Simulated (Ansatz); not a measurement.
# Lattice dynamics of KCl (Sylvite, Fm-3m), part 2 of 3

Aim: the vibrations of KCl (Sylvite, Fm-3m), their spectra, and whether the structure is stable.

Ansatz 0.2.0; DFT PBE, scalar-relativistic, plane waves, PAW.

So far. Step 3 (Relaxing to small forces for the phonons): The forces vanish by symmetry and the pressure is 0.000 GPa, within the tolerances set. The cell now holds 32.49 Å³/atom. The relaxed cell has a = 6.382 Å (conventional setting).

## (4) Linear response at the zone centre

The zone centre comes first: it holds the modes that light can see, as far as symmetry allows. The response to a homogeneous field gives the Born charges and the dielectric tensor.

File input.yaml:

```yaml
crystal:
  lattice:
    - [0.0, 3.1908106043, 3.1908106043]
    - [3.1908106043, 0.0, 3.1908106043]
    - [3.1908106043, 3.1908106043, 0.0]
  atoms:
    - { symbol: K, position: [0.0, 0.0, 0.0] }
    - { symbol: Cl, position: [0.5, 0.5, 0.5] }
kpoints:
  mp_grid: { grid: [8, 8, 8] }
hamiltonian:
  xc: pbe
scf:
  occupations: { method: fixed }
output:
  eigenvalues: true
phonons:
  method: dfpt
  dielectric: true
  rigid_motions: translations
```

Started as:

```
$ ansatz run input.yaml --threads 4 --pin off --max-ram 7168MiB --backend cpu --events-out ev --progress --plain --runs-dir out
```

Numbers of over 12 decimals in the logs are rounded to 6 here.

Output:

```text
[...]
Crystal: 2 atoms, lattice volume = 64.973 Å³
Basis set: ecut = 420 eV, 1243 PW (Γ), exchange–correlation on 64×64×64 points (8 copies of the dense FFT grid, shifted against one another)
Bands: 12, of which v1, the nominal top of the filled ones, is band 8 counted from 1 (7 counted from 0)
Symmetry: 48 space group operations
k-points: 59 of 512 (irreducible under 8 space group operations, time reversal used)
[...]
SCF iter   1: F=—  HF=-2621.226244 eV  |F-HF|=—  |Δ(HF+E_count)|=         —  Δρ=2.37e-4  dr2=3.13e-5  ethr=1.77e-3  ⟨swp⟩=5.0  Hψ=3854  notcnv=0  defer=98
[...]
SCF iter   6: F=-2621.226109 eV  HF=-2621.226109 eV  |F-HF|=1.77e-11  |Δ(HF+E_count)|=   4.70e-9  Δρ=1.47e-7  dr2=6.04e-12  ethr=1.00e-12  ⟨swp⟩=6.8  Hψ=5039  notcnv=0
SCF 1 converged in 6 iterations: F = -2621.226109 eV  dr2 = 6.04e-12
[...]
DFPT response loops at Γ: preconditioner auto → none (the input reference at scf.mixing.eps_inf says where Resta's filter doesn't serve); β = 0.50; Broyden in place of MSR1
SCF converged after 6 iterations
Free energy (F): -2621.226109 eV
[...]
Internal energy: -2621.226109 eV  (E = F + TS)
E sigma→0 (E₀):  -2621.226109 eV
Fermi energy:    0.581132 eV
[...]
--- Band table (eV; the first three rows and the last of 59) ---
  k-point 0: bands = [... 4 lower, -10.1753, 0.5811, 0.5811, 0.5811, 5.6282, 8.9180, 8.9180, 8.9180]
  k-point 1: bands = [... 4 lower, -10.1402, 0.4046, 0.5357, 0.5357, 5.9876, 8.7988, 9.1040, 9.1040]
  k-point 2: bands = [... 4 lower, -10.0605, 0.0349, 0.4297, 0.4297, 6.8471, 8.6835, 9.6315, 9.6315]
  k-point 58: bands = [... 4 lower, -10.0944, 0.1314, 0.1314, 0.1326, 8.5443, 8.5443, 9.8280, 10.2459]
--- Phonons (Γ-DFPT): 2 representative perturbations + reference, on 59 of 512 k-points (Σ response iterations 6) ---
  k mesh reduced under 8 symmetry operations, with k and −k counted as one. Each operation leaves every solved perturbation unchanged. A smaller set is not considered because the run solves the response to a homogeneous field
  ASR residual: 3.723e-5 → 0.000e0 eV/Å²; symmetrization residual: 3.495e-6 eV/Å²
  ASR residual per site (eV/Å²): 1.68e-5 3.72e-5
  Γ frequencies (cm⁻¹): 0.00 0.00 0.00 125.39 125.39 125.39
  ε∞ (high-frequency dielectric tensor):
        2.281526    -0.000000    -0.000000
        0.000000     2.281526    -0.000000
        0.000000    -0.000000     2.281526
  ε⁰ (static dielectric tensor: ions relaxed, cell fixed):
        5.587455    -0.000000    -0.000000
        0.000000     5.587455    -0.000000
       -0.000000    -0.000000     5.587455
  ε⁰ − ε∞ (ionic part):
        3.305930    -0.000000    -0.000000
       -0.000000     3.305930     0.000000
       -0.000000     0.000000     3.305930
  softest optical mode at Γ: 125.39 cm⁻¹; the repairs (sum rule, projections) moved no ω² at Γ by more than (0.67 cm⁻¹)²
  Born effective charges Z* (e; rows j = field, columns β = displacement):
    site 0:
         1.12964   -0.00000    0.00000
         0.00000    1.12964    0.00000
         0.00000   -0.00000    1.12964
    site 1:
        -1.12964    0.00000    0.00000
         0.00000   -1.12964   -0.00000
         0.00000    0.00000   -1.12964
  Z* charge neutrality: 4.084e-5 e pre-enforcement
  k-mesh period / interband length: 36.1 Å / 1.18 Å = 30.66 at k = (0.0000, 0.0000, 0.0000), direct gap 5.047 eV — 14 or more, which is no proof of convergence
  optical modes at Γ without the LO–TO term, one row a degenerate level:
      ω (cm⁻¹)  modes    IR ((D/Å)²/amu)
        125.39      3             4.7504
  optical modes at Γ + LO–TO along q̂ = [1.0000, 0.0000, 0.0000]:
      ω (cm⁻¹)  modes    IR ((D/Å)²/amu)
        125.39      2             3.1669
        196.23      1             1.5835
  optical modes at Γ + LO–TO along q̂ = [0.0000, 1.0000, 0.0000]:
      ω (cm⁻¹)  modes    IR ((D/Å)²/amu)
        125.39      2             3.1669
        196.23      1             1.5835
  optical modes at Γ + LO–TO along q̂ = [0.0000, 0.0000, 1.0000]:
      ω (cm⁻¹)  modes    IR ((D/Å)²/amu)
        125.39      2             3.1669
        196.23      1             1.5835
```

Wall time 5.3 s (4 threads of Arm Neoverse V1, shared host); peak memory 0.47 GiB; 20 s of CPU time.

Reading the cycles: dr2 is the Hartree energy of the density residual (eV), the measure of convergence; HF is the Harris–Foulkes estimate of the energy, which meets the free energy F at convergence.

This step gave:

| Item | Value |
| --- | --- |
| sum-rule residual before enforcement | 3.72e-5 eV/Å² |
| miss of the charge sum rule | 4.08e-5 e |
| point group | m-3m |
| highest optical mode at the zone centre (no LO-TO term) | 125.4 cm⁻¹ |
| lowest optical zone-centre mode | 125.4 cm⁻¹ |
| mean high-frequency dielectric constant | 2.281 |
| largest Born charge (third of the trace) | 1.130 e |
| mean static dielectric constant | 5.588 |
| top of the zone-centre spectrum with the field | 196.2 cm⁻¹ |

Without the LO-TO term. Patterns of degenerate modes are one choice out of their space. The modes at Γ (shares of kinetic energy by element, %):

| mode | frequency (cm⁻¹) | symmetry | K % | Cl % |
| --- | --- | --- | --- | --- |
| 1 | 0.0 | acoustic | 52 | 48 |
| 2 | 0.0 | acoustic | 52 | 48 |
| 3 | 0.0 | acoustic | 52 | 48 |
| 4 | 125.4 | T1u | 48 | 52 |
| 5 | 125.4 | T1u | 48 | 52 |
| 6 | 125.4 | T1u | 48 | 52 |

Displacements in mode 5 (125.4 cm⁻¹), the largest set to 1:
```
K1   0.00  0.26 -0.91
Cl2  0.00 -0.28  1.00
```

Optical modes at the zone centre, without and with the macroscopic field of the longitudinal modes; each column is sorted by frequency, so a row need not hold one and the same mode. Modes with and without the field, by row:

| rank among optical modes | no field (cm⁻¹) | q along (1, 0, 0) (cm⁻¹) |
| --- | --- | --- |
| 1 | 125.4 | 125.4 |
| 2 | 125.4 | 125.4 |
| 3 | 125.4 | 196.2 |

Born charge (rows field, columns displacement) (e), principal values of the symmetric part by kind of site:

| atom | atoms with these values | low | middle | high | mean |
| --- | --- | --- | --- | --- | --- |
| K1 | 1 | 1.13 | 1.13 | 1.13 | 1.13 |
| Cl2 | 1 | -1.13 | -1.13 | -1.13 | -1.13 |

In full for K1:

```
1.13 0.00 0.00
0.00 1.13 0.00
0.00 0.00 1.13
```

High-frequency dielectric tensor:

```
2.28 0.00 0.00
0.00 2.28 0.00
0.00 0.00 2.28
```

Static dielectric tensor (ions relaxed, fixed cell):

```
5.59 0.00 0.00
0.00 5.59 0.00
0.00 0.00 5.59
```

Transverse modes. Infrared lines, with heights relative to the strongest:

| position (cm⁻¹) | label | relative intensity |
| --- | --- | --- |
| 125 | T1u | 100 |

Before it was imposed, the acoustic sum rule was missed by 3.7e-5 eV/Å² and the charge sum rule by 4.1e-5 e. Small misses are needed for a sound result but don't prove that mesh and cutoff are converged. The lowest optical mode is real, 125 cm⁻¹.

## (5) Response at finite wavevector

Stability and thermal properties need the whole zone. Linear response on a 4×4×4 q mesh gives force constants as far as a supercell of that size would, and the tensors from the zone-centre run are typed in so that the long-range dipole term is interpolated apart.

input.yaml, the sections that differ from step 4:

```yaml
phonons:
  method: dfpt
  qmesh: [4, 4, 4]
  temperatures: { t_max: 1000, t_step: 50 }
  qpath:
    path:
      - [[0.0, 0.0, 0.0], [0.5, 0.0, 0.5], [0.625, 0.25, 0.625]]
      - [[0.375, 0.375, 0.75], [0.0, 0.0, 0.0], [0.5, 0.5, 0.5], [0.5, 0.25, 0.75], [0.5, 0.0, 0.5]]
    npoints: 10
  non_analytic_term:
    high_frequency_dielectric_tensor: [[2.2815, 0.0, 0.0], [0.0, 2.2815, 0.0], [0.0, 0.0, 2.2815]]
    born_effective_charges:
      - { species: K, tensor: [[1.1296, 0.0, 0.0], [0.0, 1.1296, 0.0], [0.0, 0.0, 1.1296]] }
      - { species: Cl, tensor: [[-1.1296, 0.0, 0.0], [0.0, -1.1296, 0.0], [0.0, 0.0, -1.1296]] }
    source: "zone-centre run at this cell"
# crystal, kpoints, hamiltonian, scf, output: as in step 4
```

Output:

```text
[...]
Crystal: 2 atoms, lattice volume = 64.973 Å³
Basis set: ecut = 420 eV, 1243 PW (Γ), exchange–correlation on 64×64×64 points (8 copies of the dense FFT grid, shifted against one another)
Bands: 12, of which v1, the nominal top of the filled ones, is band 8 counted from 1 (7 counted from 0)
Symmetry: 48 space group operations
k-points: 29 of 512
[...]
SCF iter   1: F=—  HF=-2621.226245 eV  |F-HF|=—  |Δ(HF+E_count)|=         —  Δρ=2.40e-4  dr2=3.24e-5  ethr=1.77e-3  ⟨swp⟩=4.8  Hψ=1885  notcnv=0  defer=48
[...]
SCF iter   7: F=-2621.226109 eV  HF=-2621.226109 eV  |F-HF|=4.55e-13  |Δ(HF+E_count)|=  2.83e-10  Δρ=3.73e-8  dr2=9.77e-13  ethr=1.00e-12  ⟨swp⟩=6.3  Hψ=2381  notcnv=0
SCF 1 converged in 7 iterations: F = -2621.226109 eV  dr2 = 9.77e-13
[...]
NSCF: frozen V_eff on 29 k-points
[...]
DFPT response loops at q = (0, 0, 0) (fractional): preconditioner auto → none (the input reference at scf.mixing.eps_inf says where Resta's filter doesn't serve); β = 0.50; Broyden in place of MSR1
[...]
SCF converged after 7 iterations
Free energy (F): -2621.226109 eV
[...]
Internal energy: -2621.226109 eV  (E = F + TS)
E sigma→0 (E₀):  -2621.226109 eV
Fermi energy:    0.581134 eV
[...]
--- Band table (eV; the first three rows and the last of 29) ---
  k-point 0: bands = [... 4 lower, -10.1753, 0.5811, 0.5811, 0.5811, 5.6282, 8.9180, 8.9180, 8.9180]
  k-point 1: bands = [... 4 lower, -10.1402, 0.4046, 0.5357, 0.5357, 5.9876, 8.7988, 9.1040, 9.1040]
  k-point 2: bands = [... 4 lower, -10.0605, 0.0349, 0.4297, 0.4297, 6.8471, 8.6835, 9.6315, 9.6315]
  k-point 28: bands = [... 4 lower, -10.0944, 0.1315, 0.1315, 0.1326, 8.5443, 8.5443, 9.8280, 10.2459]
--- Phonons (Γ-DFPT): 2 representative perturbations + reference (Σ response iterations 6) ---
  ASR residual: 5.198e-5 → 0.000e0 eV/Å²; symmetrization residual: 3.511e-6 eV/Å²
  ASR residual per site (eV/Å²): 1.03e-5 5.20e-5
  Γ frequencies (cm⁻¹): 0.00 0.00 0.00 125.39 125.39 125.39
--- Phonons (arbitrary-q DFPT): 8 irreducible q on the 4×4×4 mesh ---
  q = [0.0000, 0.0000, 0.0000] (star 1, of the zone-centre solve; hermiticity 6.53e-6, symmetrization 4.43e-13): -0.00 0.00 0.00 125.39 125.39 125.39
  q = [0.0000, 0.0000, 0.2500] (star 8, 2 solved perturbations on 288 of 512 k-point pairs; hermiticity 2.56e-6, symmetrization 1.03e-12): 54.38 54.38 79.74 118.73 118.73 183.83
[...]
q = [0.0000, 0.2500, 0.2500] (star 6, 4 solved perturbations in 528 linear systems a pass and spin channel, the states on 164 of 512 k-point pairs; hermiticity 9.17e-7, symmetrization 1.79e-13): 42.96 42.96 99.21 127.56 127.56 158.80
[...]
sum rule: each row above includes the acoustic sum rule's correction from the zone centre's row sums; it moved no ω² by more than (0.63 cm⁻¹)²
  mesh force constants: q→R imaginary residual 4.07e-18; ASR residual 5.198e-5 → 0.000e0 eV/Å²; symmetrization residual 2.442e-15 eV/Å²
  interpolated dispersion: 63 rows × 6 modes
  density of states and harmonic sums: on the 20×20×20 q-mesh, interpolated from the force constants of a 4×4×4 supercell (with the dipole–dipole term of supplied tensors)
  largest difference from the sums on the solved wave vectors: F 1.36e-2 eV, S 1.76e-5 and C_V 4.00e-6 eV/K
  zero-point energy: 0.039790 eV/cell   skipped modes (ω ≤ 0): 3   left out of the sums: 6.25e-5 of the cell's modes: C_V's classical limit lies that fraction below 3 k_B per atom; for a crystal, a wire or a layer, F and S can be off by more, and a phonons.interpolated_qmesh denser along its periods is the remedy for the sampling
```

The job ended after 74 s (4 threads; peak memory 1.1 GiB).

This step gave:

| Quantity | Value |
| --- | --- |
| sum-rule residual before enforcement | 5.20e-5 eV/Å² |
| lowest frequency on the path | 0 cm⁻¹ |
| highest frequency on the path or at a solved wavevector | 196.2 cm⁻¹ |
| mean frequency | 107 cm⁻¹ |
| Debye temperature (second moment) | 207 K |
| logarithmic mean frequency | 101.5 cm⁻¹ |
| lowest mode on the q mesh (acoustic modes at Γ apart) | 42.96 cm⁻¹ |
| zero-point energy per atom | 19.9 meV |
| heat capacity at 300 K | 24.36 J/(mol atoms K) |
| vibrational entropy at 300 K | 43.19 J/(mol atoms K) |

Frequencies (cm⁻¹) solved at each irreducible wavevector; negative means imaginary. Frequencies by wavevector, by row:

| q in reciprocal lattice units | star | mode 1 | mode 2 | mode 3 | mode 4 | mode 5 | mode 6 |
| --- | --- | --- | --- | --- | --- | --- | --- |
| 0 0 0 | 1 | 0 | 0 | 0 | 125.4 | 125.4 | 125.4 |
| 0 0 0.25 | 8 | 54.4 | 54.4 | 79.7 | 118.7 | 118.7 | 183.8 |
| 0 0 -0.5 | 4 | 91.6 | 91.6 | 99.9 | 99.9 | 143.2 | 146.3 |
| 0 0.25 0.25 | 6 | 43 | 43 | 99.2 | 127.6 | 127.6 | 158.8 |
| 0 0.25 -0.5 | 24 | 70.5 | 90.3 | 104.7 | 120 | 128.1 | 141.5 |
| 0 0.25 -0.25 | 12 | 69.8 | 90.2 | 100.8 | 114.5 | 130.2 | 150.8 |
| 0 -0.5 -0.5 | 3 | 59.6 | 59.6 | 107 | 129.6 | 129.6 | 136 |
| 0.25 -0.5 -0.25 | 6 | 87.6 | 87.6 | 105.7 | 112.8 | 132.8 | 132.8 |

Interpolated from a 4×4×4 q mesh, with the LO-TO term (at Γ the limit along the path; where Γ stands inside the path, tables give the limit on arrival). The phonon branches at the labelled points (cm⁻¹):

| point | branch 1 | branch 2 | branch 3 | branch 4 | branch 5 | branch 6 |
| --- | --- | --- | --- | --- | --- | --- |
| Γ | 0 | 0 | 0 | 125 | 125 | 196 |
| halfway | 43 | 43 | 99 | 128 | 128 | 159 |
| X | 60 | 60 | 107 | 130 | 130 | 136 |
| halfway | 63 | 72 | 105 | 127 | 131 | 135 |
| U | 73 | 97 | 98 | 120 | 132 | 134 |
| jump to K | 73 | 97 | 98 | 120 | 132 | 134 |
| halfway | 53 | 72 | 94 | 110 | 129 | 171 |
| Γ | 0 | 0 | 0 | 125 | 125 | 196 |
| halfway | 54 | 54 | 80 | 119 | 119 | 184 |
| L | 92 | 92 | 100 | 100 | 143 | 146 |
| halfway | 86 | 87 | 111 | 113 | 134 | 136 |
| W | 88 | 88 | 106 | 113 | 133 | 133 |
| halfway | 69 | 79 | 102 | 126 | 131 | 135 |
| X | 60 | 60 | 107 | 130 | 130 | 136 |

The phonon branches as a text plot (rows in cm⁻¹):

```
    192 |***                        ********
    184 |   *                    ***        *
    176 |    **                              **
    168 |                       *              *
    159 |      *               *
    151 |                                       *
    143 |       *            **                  ****
    135 |        ************                   *    ************
    127 |****************  ****************                  ****
    119 |        ***     *** **  ****      *** *           **
    110 |       *   ***    **  **             **    *******    **
    102 |      *       ***   ***                *****     ** **
     94 |                *** ** *            *   **        **
     86 |    **             *  *                *  ********* *
     78 |               *  *     *          *  *            *
     69 |              ****  ** *             *              **
     61 |   *       ****       * ***       * *                 **
     53 |        ***            *         * *
     45 |  *   **                ****      *
     37 |    **                          **
     29 |   *                     ***
     20 | **                        **  **
     12 | *                          *  *
      4 |*                            **
         Γ           X  U|K            Γ         L        W     X
```

Tetrahedra on a 20×20×20 mesh, mean over bins of 2 cm-1. Interpolated from a 4×4×4 q mesh. The phonon density of states by wavenumber; read off at these points:

wavenumber (cm⁻¹), phonon density of states (1/cm⁻¹/cell) and a bar:
```
      1.0      0.000 
      7.0      0.000 
     15.0      0.001 
     21.0      0.002 
     29.0      0.004 #
     35.0      0.006 #
     41.0      0.010 ##
     49.0      0.015 ####
     55.0      0.022 #####
     61.0      0.036 ########
     69.0      0.040 #########
     75.0      0.044 ##########
     83.0      0.060 ##############
     89.0      0.073 #################
     91.0      0.093 #####################
     95.0      0.017 ####
    103.0      0.089 ####################
    109.0      0.066 ###############
    115.0      0.067 ###############
    123.0      0.090 #####################
    127.0      0.129 ##############################
    129.0      0.113 ##########################
    131.0      0.131 ##############################
    137.0      0.035 ########
    143.0      0.020 #####
    149.0      0.017 ####
    157.0      0.013 ###
    163.0      0.011 ###
    169.0      0.010 ##
    177.0      0.008 ##
    183.0      0.006 #
    191.0      0.004 #
    197.0      0.000
```

The partial phonon density of states has structure finer than the step of the table below, so its rows give means over 10 cm⁻¹, whole bins alone (the curve runs from -10 to 211 cm⁻¹). Peaks (cm⁻¹: height): Cl 74.9: 0.0204, 102.7: 0.0501, 130.5: 0.0646; K 91.5: 0.0475, 127.7: 0.0566.

Phonopy on the run's constants, 15x15x15 mesh, Gaussian sigma 2.0 cm-1. Interpolated from a 4×4×4 q mesh. Table of partial phonon density of states by wavenumber; means over each step; values in 1/cm⁻¹/cell:

| wavenumber (cm⁻¹) | Cl | K |
| --- | --- | --- |
| 0 | 4.1e-5 | 4.5e-5 |
| 10 | 2.3e-4 | 2.5e-4 |
| 20 | 8.6e-4 | 9.5e-4 |
| 30 | 0.00213 | 0.00238 |
| 40 | 0.00445 | 0.00507 |
| 50 | 0.00761 | 0.00898 |
| 60 | 0.0145 | 0.0178 |
| 70 | 0.0177 | 0.0232 |
| 80 | 0.0185 | 0.0285 |
| 90 | 0.0158 | 0.0403 |
| 100 | 0.0308 | 0.0201 |
| 110 | 0.0369 | 0.0291 |
| 120 | 0.0426 | 0.0371 |
| 130 | 0.0610 | 0.0501 |
| 140 | 0.0211 | 0.0127 |
| 150 | 0.00857 | 0.00754 |
| 160 | 0.00633 | 0.00579 |
| 170 | 0.00508 | 0.00469 |
| 180 | 0.00369 | 0.00340 |
| 190 | 0.00207 | 0.00189 |
| 200 | 1.6e-4 | 1.4e-4 |

Second derivatives of the energy by pair, one row for each kind of neighbour of each atom listed. Each entry sums the pair over the periodic images of the supercell that the q mesh stands for, and in a polar crystal it holds the long-range dipole part too. Force constants by pair, by row:

| atom | neighbour | distance (Å) | third of the trace (eV/Å²) | along the pair's line (eV/Å²) |
| --- | --- | --- | --- | --- |
| K1 | itself | 0 | 1.687 | – |
| K1 | Cl | 3.191 | -0.2497 | -0.439 |
| K1 | K | 4.512 | -0.0092 | -0.2147 |
| K1 | Cl | 5.527 | 2.00e-4 | 0.0854 |
| K1 | K | 6.382 | -0.0286 | -0.1032 |
| K1 | Cl | 7.135 | 0.0088 | 0.0549 |
| Cl2 | itself | 0 | 1.697 | – |
| Cl2 | K | 3.191 | -0.2497 | -0.439 |
| Cl2 | Cl | 4.512 | -0.0137 | -0.1891 |
| Cl2 | K | 5.527 | 2.00e-4 | 0.0854 |
| Cl2 | Cl | 6.382 | -0.0202 | -0.0941 |
| Cl2 | K | 7.135 | 0.0088 | 0.0549 |

Harmonic thermodynamic functions per atom, from the density of states. Interpolated from a 4×4×4 q mesh. Thermodynamic functions, by row:

| T (K) | F_vib (meV/atom) | S (J/mol-atom/K) | C_V (J/mol-atom/K) |
| --- | --- | --- | --- |
| 0 | 19.9 | 0 | 0 |
| 50 | 18.9 | 6.366 | 12.29 |
| 100 | 12.49 | 17.97 | 20.36 |
| 200 | -14.87 | 33.44 | 23.66 |
| 300 | -54.9 | 43.19 | 24.36 |
| 400 | -103.5 | 50.24 | 24.61 |
| 500 | -158.5 | 55.74 | 24.73 |
| 600 | -218.7 | 60.26 | 24.79 |
| 700 | -283.2 | 64.08 | 24.83 |
| 800 | -351.3 | 67.4 | 24.86 |
| 900 | -422.7 | 70.33 | 24.88 |
| 1000 | -497 | 72.95 | 24.89 |

Harmonic mean-square displacement, third of the trace. Interpolated from a 4×4×4 q mesh. Mean square displacements, by row:

| T (K) | K1 U_eq (Å²) | Cl2 U_eq (Å²) |
| --- | --- | --- |
| 0 | 0.0047 | 0.00486 |
| 100 | 0.00968 | 0.00959 |
| 300 | 0.0264 | 0.02588 |
| 600 | 0.05229 | 0.05119 |

Symmetry leaves 8 wavevectors to solve. The lowest mode among them, the acoustic zeros apart, lies at q = (0, 0.25, 0.25) and is real, 43.0 cm⁻¹.

[end of part 2 of 3]

[Logs are printed without paths, hosts, clocks, repeated set-up lines and the standing remarks that a program may print on its own settings, such as how far it seeks lower states.]

[Hosts, paths, dates, database ids (printed as entryN), source tags and the programs' standing remarks are cut or masked in the printed files.]
